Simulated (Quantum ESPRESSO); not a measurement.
# Magnetic state of Cobalt from several starts, part 2 of 2

Aim: find out which collinear order of Cobalt costs least.

Quantum ESPRESSO 7.5; PBE; plane waves with GBRV 1.5 PBE potentials, no spin-orbit coupling.

So far, absolute magnetization (μB): step 2 (start 1: ferro ++) 3.75; step 3 (antiferromagnetic, Kohn–Sham states 24, start moments [2.0 …) 2.52.

## (4) Run 3 (antiferro q=(0,1/2,0) +−+−)

This order needs a doubled cell of 4 atoms. The wavevector q is in fractions of the reciprocal vectors of the crystal's primitive cell, as the cells of these inputs are built from it; moments change sign between cells as cos(2π q·R).

Contents of pw.in:

```
&CONTROL
  calculation = 'scf'
  prefix = 'pwscf'
  outdir = './tmp'
  pseudo_dir = './pseudo'
  disk_io = 'nowf'
/
&SYSTEM
  ibrav = 0
  celldm(1) = 8
  nat = 4
  ntyp = 2
  ecutwfc = 40
  ecutrho = 280
  nbnd = 44
  occupations = 'smearing'
  smearing = 'fd'
  degauss = 0.00367493
  nspin = 2
  starting_magnetization(1) = 0.1176
  starting_magnetization(2) = -0.1176
/
&ELECTRONS
  conv_thr = 8d-09
  electron_maxstep = 150
  mixing_beta = 0.3
/
ATOMIC_SPECIES
Co1    58.9332 co_pbe_v1.2.uspp.F.UPF
Co2    58.9332 co_pbe_v1.2.uspp.F.UPF
CELL_PARAMETERS alat
   0.5922874106108    0.0000000000000    0.0000000000000
  -0.5922874106108    1.0258718878382    0.0000000000000
   0.0000000000000    0.0000000000000    0.9613745443268
ATOMIC_POSITIONS crystal
Co1     0.3333333333    0.3333333334    0.2500000000
Co2     0.3333333333    0.8333333333    0.2500000000
Co1     0.6666666667    0.1666666666    0.7500000000
Co2     0.6666666667    0.6666666666    0.7500000000
K_POINTS automatic
12 6 12 0 0 0
```

Command:

```
OMP_NUM_THREADS=1 mpirun -n 2 pw.x -nk 2 -in pw.in > pw.out
```

What it wrote:

```text
     [... lines left out ...]
Program PWSCF v.7.5 starts
     [... lines left out ...]
     number of atoms/cell      =            4
     [... lines left out ...]
     number of electrons       =        68.00
     number of Kohn-Sham states=           44
     kinetic-energy cutoff     =      40.0000  Ry
     charge density cutoff     =     280.0000  Ry
     scf convergence threshold =      8.0E-09
     [... lines left out ...]
      8 Sym. Ops., with inversion, found ( 6 have fractional translation)
     [... lines left out ...]
     number of k points=   175  Fermi-Dirac smearing, width (Ry)=  0.0037
     [... lines left out ...]
     iteration # 14     ecut=    40.00 Ry     beta= 0.30
     [... lines left out ...]
     Magnetic moment per site  (integrated on atomic sphere of radius R)
     atom   1 (R=0.243)  charge= 15.6095  magn=  1.3580
     atom   2 (R=0.243)  charge= 15.6096  magn= -1.3576
     atom   3 (R=0.243)  charge= 15.6095  magn=  1.3580
     atom   4 (R=0.243)  charge= 15.6096  magn= -1.3576
     [... lines left out ...]
     the Fermi energy is    18.0252 ev
!    total energy              =   -1193.89017824 Ry
     estimated scf accuracy    <          1.1E-09 Ry
     smearing contrib. (-TS)   =      -0.00517590 Ry
     [... lines left out ...]
     total magnetization       =     0.00 Bohr mag/cell
     absolute magnetization    =     5.59 Bohr mag/cell
     convergence has been achieved in  14 iterations
```

The job ended after 2.5 min (2 MPI ranks of Arm Neoverse V2, shared host; peak memory 0.5 GiB; 5.1 min of CPU time).

Spin moment in the atom's sphere by atom:

| atom | spin moment in the atom's sphere (μB) |
| --- | --- |
| Co1 | 1.36 |
| Co2 | -1.36 |
| Co3 | 1.36 |
| Co4 | -1.36 |

This step gave:

| Property | Result |
| --- | --- |
| smearing term TS | 0.07042 eV |
| magnetization | 0 μB |
| absolute magnetization | 5.588 μB |
| final state | antiferromagnetic |

## (5) Start 4: antiferro q=(0,0,1/2) +−+−

This order needs a doubled cell of 4 atoms.

Contents of pw.in:

```
&CONTROL
  calculation = 'scf'
  prefix = 'pwscf'
  outdir = './tmp'
  pseudo_dir = './pseudo'
  disk_io = 'nowf'
/
&SYSTEM
  ibrav = 0
  celldm(1) = 8
  nat = 4
  ntyp = 2
  ecutwfc = 40
  ecutrho = 280
  nbnd = 44
  occupations = 'smearing'
  smearing = 'fd'
  degauss = 0.00367493
  nspin = 2
  starting_magnetization(1) = 0.1176
  starting_magnetization(2) = -0.1176
/
&ELECTRONS
  conv_thr = 8d-09
  electron_maxstep = 150
  mixing_beta = 0.3
/
ATOMIC_SPECIES
Co1    58.9332 co_pbe_v1.2.uspp.F.UPF
Co2    58.9332 co_pbe_v1.2.uspp.F.UPF
CELL_PARAMETERS alat
   0.5922874106108    0.0000000000000    0.0000000000000
  -0.2961437053054    0.5129359439191    0.0000000000000
   0.0000000000000    0.0000000000000    1.9227490886536
ATOMIC_POSITIONS crystal
Co1     0.3333333333    0.6666666667    0.1250000000
Co2     0.3333333333    0.6666666667    0.6250000000
Co1     0.6666666667    0.3333333333    0.3750000000
Co2     0.6666666667    0.3333333333    0.8750000000
K_POINTS automatic
12 12 6 0 0 0
```

What it wrote:

```text
     [... lines left out ...]
Program PWSCF v.7.5 starts
     [... lines left out ...]
     number of atoms/cell      =            4
     [... lines left out ...]
     number of electrons       =        68.00
     number of Kohn-Sham states=           44
     kinetic-energy cutoff     =      40.0000  Ry
     charge density cutoff     =     280.0000  Ry
     scf convergence threshold =      8.0E-09
     [... lines left out ...]
     12 Sym. Ops., with inversion, found ( 6 have fractional translation)
     [... lines left out ...]
     number of k points=   100  Fermi-Dirac smearing, width (Ry)=  0.0037
     [... lines left out ...]
     iteration # 13     ecut=    40.00 Ry     beta= 0.30
     [... lines left out ...]
     Magnetic moment per site  (integrated on atomic sphere of radius R)
     atom   1 (R=0.243)  charge= 15.6087  magn=  1.6061
     atom   2 (R=0.243)  charge= 15.6087  magn= -1.6061
     atom   3 (R=0.243)  charge= 15.6087  magn=  1.6061
     atom   4 (R=0.243)  charge= 15.6087  magn= -1.6061
     [... lines left out ...]
     the Fermi energy is    18.0741 ev
!    total energy              =   -1193.91775527 Ry
     estimated scf accuracy    <          3.7E-09 Ry
     smearing contrib. (-TS)   =      -0.00236115 Ry
     [... lines left out ...]
     total magnetization       =    -0.00 Bohr mag/cell
     absolute magnetization    =     6.68 Bohr mag/cell
     convergence has been achieved in  13 iterations
```

The job ended after 79 s (2 MPI ranks; peak memory 0.37 GiB).

Read from the output:

```
smearing term TS       : 0.03213 eV
magnetization          : 0 μB
absolute magnetization : 6.679 μB
final state            : antiferromagnetic
largest moment         : 1.606 μB
```

## (6) Run 5 (no spin polarisation)

Contents of pw.in:

```
&CONTROL
  calculation = 'scf'
  prefix = 'pwscf'
  outdir = './tmp'
  pseudo_dir = './pseudo'
  disk_io = 'nowf'
/
&SYSTEM
  ibrav = 0
  celldm(1) = 8
  nat = 2
  ntyp = 1
  ecutwfc = 40
  ecutrho = 280
  nbnd = 24
  occupations = 'smearing'
  smearing = 'fd'
  degauss = 0.00367493
/
&ELECTRONS
  conv_thr = 4d-09
  electron_maxstep = 150
  mixing_beta = 0.3
/
ATOMIC_SPECIES
Co     58.9332 co_pbe_v1.2.uspp.F.UPF
CELL_PARAMETERS alat
   0.5922874106108    0.0000000000000    0.0000000000000
  -0.2961437053054    0.5129359439191    0.0000000000000
   0.0000000000000    0.0000000000000    0.9613745443268
ATOMIC_POSITIONS crystal
Co      0.3333333333    0.6666666667    0.2500000000
Co      0.6666666667    0.3333333333    0.7500000000
K_POINTS automatic
12 12 12 0 0 0
```

What it wrote:

```text
     [... lines left out ...]
Program PWSCF v.7.5 starts
     [... lines left out ...]
     number of atoms/cell      =            2
     [... lines left out ...]
     number of electrons       =        34.00
     number of Kohn-Sham states=           24
     kinetic-energy cutoff     =      40.0000  Ry
     charge density cutoff     =     280.0000  Ry
     scf convergence threshold =      4.0E-09
     [... lines left out ...]
     24 Sym. Ops., with inversion, found (12 have fractional translation)
     [... lines left out ...]
     number of k points=   133  Fermi-Dirac smearing, width (Ry)=  0.0037
     [... lines left out ...]
     iteration # 11     ecut=    40.00 Ry     beta= 0.30
     [... lines left out ...]
     the Fermi energy is    17.8969 ev
!    total energy              =    -596.93515595 Ry
     estimated scf accuracy    <          1.4E-11 Ry
     smearing contrib. (-TS)   =      -0.00358604 Ry
     [... lines left out ...]
     convergence has been achieved in  11 iterations
```

Elapsed: 11 s, on 2 MPI ranks; peak memory 0.16 GiB; 21 s of CPU time.

Read from the output:

* smearing term TS: 0.04879 eV
* final state: non-magnetic (no spin polarisation)

## (7) Ranking

An order is kept where moments of 0.15 μB or more survive with the typed signs; meshes match where a doubled cell samples the same k points as the first cell.

Orders:

| start | final state | typed order kept | energy over the lowest (meV a seeded atom) | largest site moment (μB) | net moment (μB a cell of the first run) | mesh matched | CPU time (s) |
| --- | --- | --- | --- | --- | --- | --- | --- |
| ferro ++ | ferromagnetic | yes | 0 | 1.777 | 3.388 | yes | 43.42 |
| antiferro +- | antiferromagnetic | yes | 260.6 | 1.227 | 7.91e-4 | yes | 51.06 |
| antiferro q=(0,1/2,0) +-+- | antiferromagnetic | yes | 225.3 | 1.358 | 0 | yes | 303.6 |
| antiferro q=(0,0,1/2) +-+- | antiferromagnetic | yes | 131.5 | 1.606 | 0 | yes | 157 |
| no spin polarisation | non-magnetic | - | 292.9 | 0 | 0 | yes | 20.99 |

## (8) Summary of results

```
lowest state found      : ferromagnetic (from ferro ++)
largest site moment     : 1.78 μB
next state with moments : antiferromagnetic, 131 meV a seeded atom higher
state without moments   : 293 meV a seeded atom higher
```

**Reading.** Only these 5 starts were compared; other wavevectors, canted and longer-period orders were not.

[Logs and program files are shortened in this print: banners, set-up blocks, solver, clock and traceback lines can be left out without a mark of their own.]

[Logs are printed without paths, hosts, clocks, repeated set-up lines and the standing remarks that a program may print on its own settings, such as how far it seeks lower states.]

[Hosts, paths, dates, database ids (printed as entryN), source tags and the programs' standing remarks are cut or masked in the printed files.]

[Where a cell is said to come from a database of computed structures, the database is the Materials Project.]
